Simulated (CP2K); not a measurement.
Consider hydrogen sulfate at its PBE geometry (Å).

```xyz
6

O     1.0471   -0.7027   -0.1587
S    -0.4424    0.0517    0.1228
O    -0.1721    1.4296   -0.3351
O    -1.3778   -0.7005   -0.7128
O    -0.6424   -0.1181    1.5645
H     1.5876    0.0400   -0.4807
```

Method: CP2K XAS_TDP, all-electron GAPW, PBEh(45%), aug-cc-pVDZ, TDA, GW2X-corrected core level, ZORA, spin–orbit coupling.

Where do the S L₂,₃-edge lines lie, and how strong are they?

Leading lines: S2 173.04 eV. The leading line of an atom is its first one with 35 % of the strongest within 2.5 eV of its lowest line over the strength cut. Core ionisation energies at this level: S2 171.56/171.60/172.70 eV; the 2p½ level lies 1.12 eV above the 2p3/2 pair.

The first six lines of each atom with a strength over 0.0003:

| atom | energy (eV) | states | strength, one atom | above the computed threshold |
| --- | --- | --- | --- | --- |
| S2 (bonded to 4 O) | 173.04 | 2 | 0.0039 | yes |
|  | 173.19 | 1 | 0.0021 | yes |
|  | 173.69 | 1 | 0.0006 | yes |
|  | 174.12 | 2 | 0.0036 | yes |
|  | 174.37 | 1 | 0.0007 | yes |
|  | 174.52 | 2 | 0.0048 | yes |

Lines are vertical, at one geometry, with no vibrational structure. GW2X ionisation energies and lines can be off by 1 to 2 eV either way, and a good line position may hide errors that cancel. Rydberg lines, and the discretised continuum above threshold, depend on the basis and the box. The ion (charge -1) is isolated, with no counter-ion or solvent. In an isolated anion many lines lie above the ionisation threshold and are held only by the finite basis.

[Banner, clock and machine lines of the logs are left out without a mark of their own.]

[Logs are printed without paths, hosts, clocks, repeated set-up lines and the standing remarks that a program may print on its own settings, such as how far it seeks lower states.]

[Hosts, paths, dates, database ids (printed as entryN), source tags and the programs' standing remarks are cut or masked in the printed files.]
